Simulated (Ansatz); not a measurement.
In doubt: masses and optical values from hybrid runs of this build are listed as unsure (in some of the runs), which bears on the screening that GW takes from such a start.

Two G0W0 runs on Ge2Sb2Te5 (P-3m1).

It takes space group P-3m1 (No. 164, trigonal). Conventional cell: a = 4.294 Å, b = 4.294 Å, c = 17.101 Å, α = 90.00°, β = 90.00°, γ = 120.00°. Nearest to Ge lie 6 Te at 3.00 to 3.04 Å. Sb has 6 Te at 3.01 to 3.20 Å nearest. Te has 6 Ge at 3.04 Å nearest. Nearest to Te lie 3 Ge at 3.00 Å and 3 Sb at 3.20 Å. Nearest to Te lie 3 Sb at 3.01 Å. Farther neighbours and most contacts between anions are not listed.

```
Ge Sb Te
1.0
     4.29406    0.00000    0.00000
    -2.14703    3.71877    0.00000
     0.00000    0.00000   17.10135
Ge Sb Te
2 2 5
Direct
  0.33333 0.66667 0.89711
  0.66667 0.33333 0.10290
  0.00000 0.00000 0.67993
  0.00000 0.00000 0.32007
  0.00000 0.00000 0.00000
  0.66667 0.33333 0.79846
  0.33333 0.66667 0.20154
  0.33333 0.66667 0.58011
  0.66667 0.33333 0.41989
```

The cell and positions are those that the Materials Project relaxed with its own functionals (PBE, PBE+U or r2SCAN), kept fixed. Spin-orbit coupling is left out unless a run names it.

The first (Ansatz 0.2.0; start PBE, 6×6×1 mesh, 620 empty bands, screening to 100 eV, hard PAW files; 1 × NVIDIA H100 80GB HBM3 (shared by 6 runs) with 2 threads of AMD EPYC 7R13 (Zen 3), shared host) gave, on its mesh: starting gap 0.27 eV, G0W0 gap 0.34 eV, RPA ε∞ (mean) 162.29, 48 s.

The second changes start from PBE to Hartree-Fock and files from hard PAW to PAW set soft_1. What does it give?

It gave: starting gap 3.82 eV, G0W0 gap 1.10 eV, RPA ε∞ (mean) 7.77, 2.3 min. The G0W0 gap moves by +0.76 eV, +3.55 eV from the start and −2.79 eV from the correction. Σc changes by +0.34 eV at the valence top and +0.35 eV at the conduction bottom, and Σx − Vxc between them by −2.80 eV.

Limits: not at the basis limit; model gap, bands may invert with spin-orbit coupling; screening runs away on this mesh; no spin-orbit coupling; coarse k mesh.

[Paths, hosts, dates, memory and timing lines, banners, echoed tables and standing remarks are left out of the program output.]

[Logs are printed without paths, hosts, clocks, repeated set-up lines and the standing remarks that a program may print on its own settings, such as how far it seeks lower states.]

[Runs of the session that timed out or met a known fault of the program may be left out.]

[Cells called generated may have been cut or substituted from an entry of the Crystallography Open Database or the Materials Project.]

[Hosts, paths, dates, database ids (printed as entryN), source tags and the programs' standing remarks are cut or masked in the printed files.]
